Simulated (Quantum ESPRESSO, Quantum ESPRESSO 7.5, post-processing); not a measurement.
# SiC(110), H on both faces: a series in the number of layers

Aim: how the results for SiC(110), H on both faces change with the number of layers.

Program: Quantum ESPRESSO 7.5. Level of theory: plane-wave DFT, PBE, GBRV ultrasoft pseudopotentials. Results are calculated unless marked as measured.

Report form: the programs' logs are mostly left out.

**1. Set-up**

The structure is cubic, space group F-43m (No. 216). Conventional cell: a = 4.380 Å, b = 4.380 Å, c = 4.380 Å, α = 90.00°, β = 90.00°, γ = 90.00°. Si has 4 C at 1.90 Å nearest. Nearest to C lie 4 Si at 1.90 Å. Farther neighbours are not listed.

Set-up: All atoms relax in a periodic cell with 16 Å of vacuum in the starting cell; runs with a sawtooth field of 0 and 0.1 V/Å and a dipole correction follow on the relaxed atoms, and bands along a path. Fermi-Dirac smearing of 0.002 Ry. The slabs take the lattice constants of the bulk relaxed by the same program.

Members 5, 6, 7 and 8 took the same steps and show in the table alone.

**2. Variable-cell relaxation of the reference**

The bulk crystal is relaxed in cell and atoms; the members are built on its lattice constants.

Contents of ref.vc.in:

```
&control
  prefix = 'ref.vc'
  outdir = './out'
  pseudo_dir = './pseudo'
  nstep = 40
  forc_conv_thr = 0.0003
  calculation = 'vc-relax'
/
&system
  ibrav = 0
  nat = 4
  ntyp = 2
  ecutwfc = 50
  ecutrho = 250
  occupations = 'smearing'
  smearing = 'fd'
  degauss = 0.002
/
&electrons
  conv_thr = 1e-09
  mixing_beta = 0.4
  electron_maxstep = 120
/
&ions
/
&cell
  press_conv_thr = 0.3
/
ATOMIC_SPECIES
  Si  28.0850  si_pbe_v1.uspp.F.UPF
  C   12.0110  c_pbe_v1.2.uspp.F.UPF
CELL_PARAMETERS angstrom
  4.38000000000000 0.00000000000000 0.00000000000000
  0.00000000000000 3.09712770159708 0.00000000000000
  0.00000000000000 0.00000000000000 3.09712770159708
ATOMIC_POSITIONS crystal
  Si  0.000000000000 0.000000000000 0.000000000000
  C   0.250000000000 0.500000000000 0.000000000000
  Si  0.500000000000 0.500000000000 0.500000000000
  C   0.750000000000 0.000000000000 0.500000000000
K_POINTS automatic
  5 7 7 0 0 0
```

Launch:

```
OMP_NUM_THREADS=1 mpirun -n 4 pw.x -nk 4 -in ref.vc.in > ref.vc.out
```

Elapsed: 12 s, on 4 MPI ranks of Arm Neoverse V1, shared host; peak memory 0.29 GiB; 48 s of CPU time.

Little changed from the start: no atom moved by 0.005 Å and no cell edge by 0.1 %.

 The last row is no step: it is a fresh SCF in the final cell with a new plane-wave basis, +0 meV from the row before.

Read from the output:

| Item | Value |
| --- | --- |
| free energy | -574.6357 eV |
| Fermi energy | 9.902 eV |

**3. Ground state of the reference**

A bulk run at that cell gives the reference energy and levels.

Contents of ref.bulk.in:

```
&control
  prefix = 'ref.bulk'
  outdir = './out'
  pseudo_dir = './pseudo'
  calculation = 'scf'
  tprnfor = .true.
/
&system
  ibrav = 0
  nat = 4
  ntyp = 2
  ecutwfc = 40
  ecutrho = 200
  occupations = 'smearing'
  smearing = 'fd'
  degauss = 0.002
  nbnd = 12
/
&electrons
  conv_thr = 1e-09
  mixing_beta = 0.4
  electron_maxstep = 120
/
ATOMIC_SPECIES
  Si  28.0850  si_pbe_v1.uspp.F.UPF
  C   12.0110  c_pbe_v1.2.uspp.F.UPF
CELL_PARAMETERS angstrom
  4.37818550200000 0.00000000000000 0.00000000000000
  0.00000000000000 3.09619996900000 0.00000000000000
  0.00000000000000 0.00000000000000 3.09619996900000
ATOMIC_POSITIONS crystal
  Si  0.000000000000 0.000000000000 0.000000000000
  C   0.249999614900 0.500000000000 0.000000000000
  Si  0.500000000000 0.500000000000 0.500000000000
  C   0.750000385100 0.000000000000 0.500000000000
K_POINTS automatic
  5 7 7 0 0 0
```

Launch:

```
OMP_NUM_THREADS=1 mpirun -n 4 pw.x -nk 4 -in ref.bulk.in > ref.bulk.out
```

Wall time 3.5 s (4 MPI ranks); peak memory 0.24 GiB; 14 s of CPU time.

Read from the output:

| Property | Result |
| --- | --- |
| free energy | -574.6272 eV |
| valence top, on the run's zero | 9.283 eV |
| conduction bottom, on the run's zero | 10.66 eV |
| gap by band count | 1.380 eV |

**4. Relaxing the ions, 3 layers**

What the set-up leaves free in this member is relaxed.

System of this step: SiC(110), H on both faces, 3 layers. The cell holds 10 atoms: 4 H, 3 Si and 3 C. Its edges and angles: a = 4.378 Å, b = 3.096 Å, c = 21.491 Å, α = 90.0°, β = 90.0°, γ = 90.0°. It derives from SiC. Vacuum lies along c.

Contents of m0.relax.in:

```
&control
  prefix = 'm0.relax'
  outdir = './out'
  pseudo_dir = './pseudo'
  nstep = 80
  forc_conv_thr = 0.0006
  calculation = 'relax'
/
&system
  ibrav = 0
  nat = 10
  ntyp = 3
  ecutwfc = 40
  ecutrho = 200
  occupations = 'smearing'
  smearing = 'fd'
  degauss = 0.002
/
&electrons
  conv_thr = 1e-08
  mixing_beta = 0.4
  electron_maxstep = 120
  mixing_mode = 'plain'
/
&ions
/
ATOMIC_SPECIES
  H   1.0080  h_pbe_v1.4.uspp.F.UPF
  Si  28.0850  si_pbe_v1.uspp.F.UPF
  C   12.0110  c_pbe_v1.2.uspp.F.UPF
CELL_PARAMETERS angstrom
  4.37818550200000 0.00000000000000 0.00000000000000
  0.00000000000000 3.09619996900000 0.00000000000000
  0.00000000000000 0.00000000000000 21.49118811849718
ATOMIC_POSITIONS crystal
  H   0.806231759000 0.000000000000 0.372134085231
  H   0.397632945500 0.500000000000 0.385427356842
  Si  0.000000000000 0.000000000000 0.427965825995
  C   0.250000000000 0.500000000000 0.427965825995
  Si  0.500000000000 0.500000000000 0.500000000000
  C   0.750000000000 0.000000000000 0.500000000000
  Si  0.000000000000 0.000000000000 0.572034174005
  C   0.250000000000 0.500000000000 0.572034174005
  H   0.397632945500 0.500000000000 0.614572643158
  H   0.806231759000 0.000000000000 0.627865914769
K_POINTS automatic
  4 8 1 0 0 0
```

Launch:

```
OMP_NUM_THREADS=1 mpirun -n 4 pw.x -nk 2 -in m0.relax.in > m0.relax.out
```

It took 3 min on 4 MPI ranks; peak memory 0.63 GiB.

Relaxation path:

```
step  energy less that of the first step (eV)  largest force (eV/Å)
   1                                   0.0000                0.9416
   2                                  -0.0378                0.3071
   3                                  -0.0471                0.2104
   4                                  -0.0540                0.1547
   5                                  -0.0586                0.1089
   6                                  -0.0595                0.0911
   7                                  -0.0602                0.0741
   8                                  -0.0611                0.0545
   9                                  -0.0619                0.0465
  10                                  -0.0623                0.0323
  11                                  -0.0624                0.0302
  12                                  -0.0626                0.0241
  13                                  -0.0627                0.0340
  14                                  -0.0628                0.0300
  15                                  -0.0628                0.0132
```

The atoms that moved most (Å):

```
atom      dx     dy      dz  length
  H9  -0.042  0.000  -0.032   0.053
  H2  -0.042  0.000   0.032   0.053
  H1   0.028  0.000  -0.031   0.042
 H10   0.028  0.000   0.031   0.042
  C8  -0.018  0.000  -0.034   0.038
  C4  -0.018  0.000   0.034   0.038
 Si3   0.021  0.000   0.016   0.026
 Si7   0.021  0.000  -0.016   0.026
```

The relaxation lowers the energy by 6 meV an atom.

This step gave:

| Property | Result |
| --- | --- |
| free energy | -925.5502 eV |
| Fermi energy | -0.3896 eV |

**5. Ground state, 3 layers**

A run with the dipole correction and no field is the reference.

Contents of m0.f0.in:

```
&control
  prefix = 'm0.f0'
  outdir = './out'
  pseudo_dir = './pseudo'
  calculation = 'scf'
  tprnfor = .true.
  tefield = .true.
  dipfield = .true.
/
&system
  ibrav = 0
  nat = 10
  ntyp = 3
  ecutwfc = 40
  ecutrho = 200
  occupations = 'smearing'
  smearing = 'fd'
  degauss = 0.002
  edir = 3
  emaxpos = 0.97
  eopreg = 0.04
  eamp = 0.0
  nbnd = 18
/
&electrons
  conv_thr = 1e-09
  mixing_beta = 0.4
  electron_maxstep = 120
  mixing_mode = 'plain'
/
ATOMIC_SPECIES
  H   1.0080  h_pbe_v1.4.uspp.F.UPF
  Si  28.0850  si_pbe_v1.uspp.F.UPF
  C   12.0110  c_pbe_v1.2.uspp.F.UPF
CELL_PARAMETERS angstrom
  4.37818550200000 0.00000000000000 0.00000000000000
  0.00000000000000 3.09619996900000 0.00000000000000
  0.00000000000000 0.00000000000000 21.49118811849718
ATOMIC_POSITIONS crystal
  H   0.812603640900 0.000000000000 0.370695322200
  H   0.388094812400 0.500000000000 0.386931282400
  Si  0.004704236200 0.000000000000 0.428724280400
  C   0.245955390000 0.500000000000 0.429530120200
  Si  0.503686055400 0.500000000000 0.500000000000
  C   0.751327194600 0.000000000000 0.500000000000
  Si  0.004704236200 0.000000000000 0.571275719600
  C   0.245955390000 0.500000000000 0.570469879800
  H   0.388094812400 0.500000000000 0.613068717600
  H   0.812603640900 0.000000000000 0.629304677800
K_POINTS automatic
  4 8 1 0 0 0
```

Launch:

```
OMP_NUM_THREADS=1 mpirun -n 4 pw.x -nk 2 -in m0.f0.in > m0.f0.out
```

Elapsed: 26 s, on 4 MPI ranks; peak memory 0.41 GiB.

This step gave:

```
Fermi energy                         : -0.3887 eV
dipole along the normal              : 0 e·Å
valence top, on the run's zero       : -1.908 eV
conduction bottom, on the run's zero : 0.8340 eV
gap by band count                    : 2.742 eV
```

**6. Potential by pp.x, 3 layers**

plot_num = 11 writes the bare and Hartree potential, from which vacuum levels or, in a crystal, the mean potential are read.

Contents of m0.f0.pot.in:

```
&inputpp
  prefix = 'm0.f0'
  outdir = './out'
  filplot = 'm0.f0.pot.dat'
  plot_num = 11
/
```

Launch:

```
OMP_NUM_THREADS=1 mpirun -n 4 pp.x -in m0.f0.pot.in > m0.f0.pot.out
```

Elapsed: 0.98 s, on 4 MPI ranks; peak memory 0.11 GiB; 3.6 s of CPU time.

This step gave:

| Item | Value |
| --- | --- |
| slope of the potential above | -3.18e-7 eV/Å |
| upper vacuum line continued to the top atoms, over the valence top | 5.258 eV |
| slope of the potential below | -2.70e-6 eV/Å |
| lower vacuum line continued to the bottom atoms, over the valence top | 5.258 eV |
| vacuum level at the upper face over the valence top of the mesh | 5.258 eV |
| vacuum level at the lower face over the valence top of the mesh | 5.258 eV |

Electrostatic potential energy of an electron, with the sawtooth; zero at the highest filled level of the SCF mesh. Potential energy, planar mean against z:

```
z (Å)  potential energy, planar mean (eV)
  0.0                                5.26
  0.5                                5.26
  1.0                                5.26
  1.5                                5.26
  2.0                                5.26
  2.5                                5.26
  3.0                                5.26
  3.5                                5.26
  4.0                                5.26
  4.5                                5.26
  5.0                                5.26
  5.5                                5.26
  6.0                                5.25
  6.5                                5.22
  7.0                                5.06
  7.5                                4.30
  8.0                                1.86
  8.5                              -0.945
  9.0                               -9.16
  9.5                               -8.74
 10.0                               -2.92
 10.5                               -9.41
 11.0                               -9.26
 11.5                               -2.90
 12.0                               -8.87
 12.5                               -9.02
 13.0                              -0.871
 13.5                                1.90
 14.0                                4.33
 14.5                                5.06
 15.0                                5.22
 15.5                                5.25
 16.0                                5.26
 16.5                                5.26
 17.0                                5.26
 17.5                                5.26
 18.0                                5.26
 18.5                                5.26
 19.0                                5.26
 19.5                                5.26
 20.0                                5.26
 20.5                                5.26
 21.0                                5.26
```

**7. Self-consistent run, 3 layers: field 0.1 V/Å**

The same atoms in a field; the change of the dipole measures the screening.

m0.f1.in, as its differences from the input of step 5:

```diff
@@ -1,3 +1,3 @@
 &control
-  prefix = 'm0.f0'
+  prefix = 'm0.f1'
   outdir = './out'
@@ -21,3 +21,3 @@
   eopreg = 0.04
-  eamp = 0.0
+  eamp = 0.00194469
   nbnd = 18
@@ -29,2 +29,3 @@
   mixing_mode = 'plain'
+  startingpot = 'file'
 /
```

Launch:

```
cp -r out/m0.f0.save out/m0.f1.save
OMP_NUM_THREADS=1 mpirun -n 4 pw.x -nk 2 -in m0.f1.in > m0.f1.out
```

Wall time 20 s (4 MPI ranks); peak memory 0.56 GiB; 81 s of CPU time.

This step gave:

```
free energy                          : -925.5523 eV
Fermi energy                         : -0.3958 eV
dipole along the normal              : 0.04051 e·Å
valence top, on the run's zero       : -1.892 eV
conduction bottom, on the run's zero : 0.8495 eV
gap by band count                    : 2.741 eV
```

**8. Potential by pp.x, 3 layers**

Contents of m0.f1.pot.in:

```
&inputpp
  prefix = 'm0.f1'
  outdir = './out'
  filplot = 'm0.f1.pot.dat'
  plot_num = 11
/
```

Launch:

```
OMP_NUM_THREADS=1 mpirun -n 4 pp.x -in m0.f1.pot.in > m0.f1.pot.out
```

It took 0.98 s on 4 MPI ranks; peak memory 0.11 GiB.

Numbers from this step:

```
slope of the potential above                                          : 0.10000 eV/Å
upper vacuum line continued to the top atoms, over the valence top    : 5.266 eV
slope of the potential below                                          : 0.10000 eV/Å
lower vacuum line continued to the bottom atoms, over the valence top : 5.251 eV
```

Electrostatic potential energy of an electron, with the sawtooth; zero at the highest filled level of the SCF mesh. The potential energy, planar mean by z:

```
z (Å)  potential energy, planar mean (eV)
  0.0                                4.86
  0.5                                4.50
  1.0                                4.55
  1.5                                4.60
  2.0                                4.65
  2.5                                4.70
  3.0                                4.75
  3.5                                4.80
  4.0                                4.85
  4.5                                4.90
  5.0                                4.95
  5.5                                5.00
  6.0                                5.04
  6.5                                5.06
  7.0                                4.95
  7.5                                4.23
  8.0                                1.81
  8.5                              -0.981
  9.0                               -9.19
  9.5                               -8.75
 10.0                               -2.93
 10.5                               -9.41
 11.0                               -9.26
 11.5                               -2.89
 12.0                               -8.85
 12.5                               -9.00
 13.0                              -0.835
 13.5                                1.95
 14.0                                4.40
 14.5                                5.18
 15.0                                5.38
 15.5                                5.46
 16.0                                5.51
 16.5                                5.56
 17.0                                5.61
 17.5                                5.66
 18.0                                5.71
 18.5                                5.76
 19.0                                5.81
 19.5                                5.86
 20.0                                5.91
 20.5                                5.96
 21.0                                5.73
```

The slope in the vacuum is 0.100 eV/Å for an applied 0.10 V/Å, as it should be.

**9. Response between 0 and 0.1 V/A, ions held, 3 layers**

The polarisability follows from the two dipoles.

Read from the output:

| Item | Value |
| --- | --- |
| change of slope in the vacuum | 0.10000 eV/Å |
| polarisability a cell | 5.834 Å³ |
| sheet polarisability 4πα/A | 5.408 Å |

Change of the potential energy, second field less first against z:

z (Å), change of the potential energy, second field less first (eV) and a bar from the least value:
```
        0     -0.402 #######
        1     -0.704 
        2     -0.604 ##
        3     -0.504 ####
        4     -0.404 #######
        5     -0.304 #########
        6     -0.204 ###########
        7     -0.110 #############
        8     -0.047 ##############
        9     -0.027 ###############
       10     -0.011 ###############
       11      0.005 ################
       12      0.017 ################
       13      0.036 ################
       14      0.073 #################
       15      0.158 ###################
       16      0.256 #####################
       17      0.356 #######################
       18      0.456 ##########################
       19      0.556 ############################
       20      0.656 ##############################
       21      0.468 ##########################
```

**10. Bands along a path, 3 layers**

Bands along a path place the edges.

m0.bands.in, as its differences from the input of step 7:

```diff
@@ -1,7 +1,6 @@
 &control
-  prefix = 'm0.f1'
+  prefix = 'm0.bands'
   outdir = './out'
   pseudo_dir = './pseudo'
-  calculation = 'scf'
-  tprnfor = .true.
+  calculation = 'bands'
   tefield = .true.
@@ -21,11 +20,10 @@
   eopreg = 0.04
-  eamp = 0.00194469
-  nbnd = 18
+  eamp = 0.0
+  nbnd = 20
 /
 &electrons
-  conv_thr = 1e-09
+  conv_thr = 1e-07
   mixing_beta = 0.4
   electron_maxstep = 120
-  mixing_mode = 'plain'
-  startingpot = 'file'
+  mixing_mode = 'local-TF'
 /
@@ -50,3 +48,8 @@
   H   0.812603640900 0.000000000000 0.629304677800
-K_POINTS automatic
-  4 8 1 0 0 0
+K_POINTS crystal_b
+5
+  0.0000000000 0.0000000000 0.0000000000 10
+  0.5000000000 0.0000000000 0.0000000000 10
+  0.5000000000 0.5000000000 0.0000000000 10
+  0.0000000000 0.5000000000 0.0000000000 10
+  0.0000000000 0.0000000000 0.0000000000 1
```

Launch:

```
cp -r out/m0.f0.save out/m0.bands.save
cp out/m0.f0.xml out/m0.bands.xml
OMP_NUM_THREADS=1 mpirun -n 4 pw.x -nk 4 -in m0.bands.in > m0.bands.out
```

Run time: 37 s. Hardware: 4 MPI ranks; peak memory 0.39 GiB.

This step gave:

| Quantity | Value |
| --- | --- |
| dipole along the normal | 0 e·Å |
| valence top, on the run's zero | -1.908 eV |
| conduction bottom, on the run's zero | 0.8340 eV |
| gap by band count | 2.742 eV |

Band numbers count within the set of bands kept for display. Electronic bands along the path, in eV, zero at the highest filled level of the SCF mesh; v1 is the highest filled band, c1 the lowest empty one:

```
  point     v4     v3     v2     v1    c1    c2    c3    c4
      Γ  -1.02  -0.99  -0.87   0.00  2.88  4.26  4.51  4.99
halfway  -1.21  -0.95  -0.75  -0.45  3.43  4.66  4.90  5.43
      X  -1.43  -1.29  -0.90  -0.81  4.54  5.08  5.18  5.63
halfway  -2.17  -1.66  -1.38  -1.20  5.27  5.84  5.93  6.23
      S  -2.50  -2.04  -1.79  -1.75  5.11  5.70  5.87  6.00
halfway  -2.44  -2.42  -2.09  -1.84  3.98  4.09  4.75  6.63
      Y  -3.13  -2.75  -2.26  -1.95  2.74  3.78  5.20  5.50
halfway  -2.77  -2.11  -1.53  -1.03  4.03  4.63  4.79  5.37
      Γ  -1.02  -0.99  -0.87   0.00  2.88  4.26  4.51  4.99
```

Along this path the valence top lies at Γ and the conduction bottom at Y.

[end of part 1 of 3]

[Logs are printed without paths, hosts, clocks, repeated set-up lines and the standing remarks that a program may print on its own settings, such as how far it seeks lower states.]

[Hosts, paths, dates, database ids (printed as entryN), source tags and the programs' standing remarks are cut or masked in the printed files.]

[Maps of the electrostatic potential energy from Ansatz leave out the sawtooth potential of an applied field or a dipole correction, so their vacuum need not be flat; planar profiles and work functions include it.]
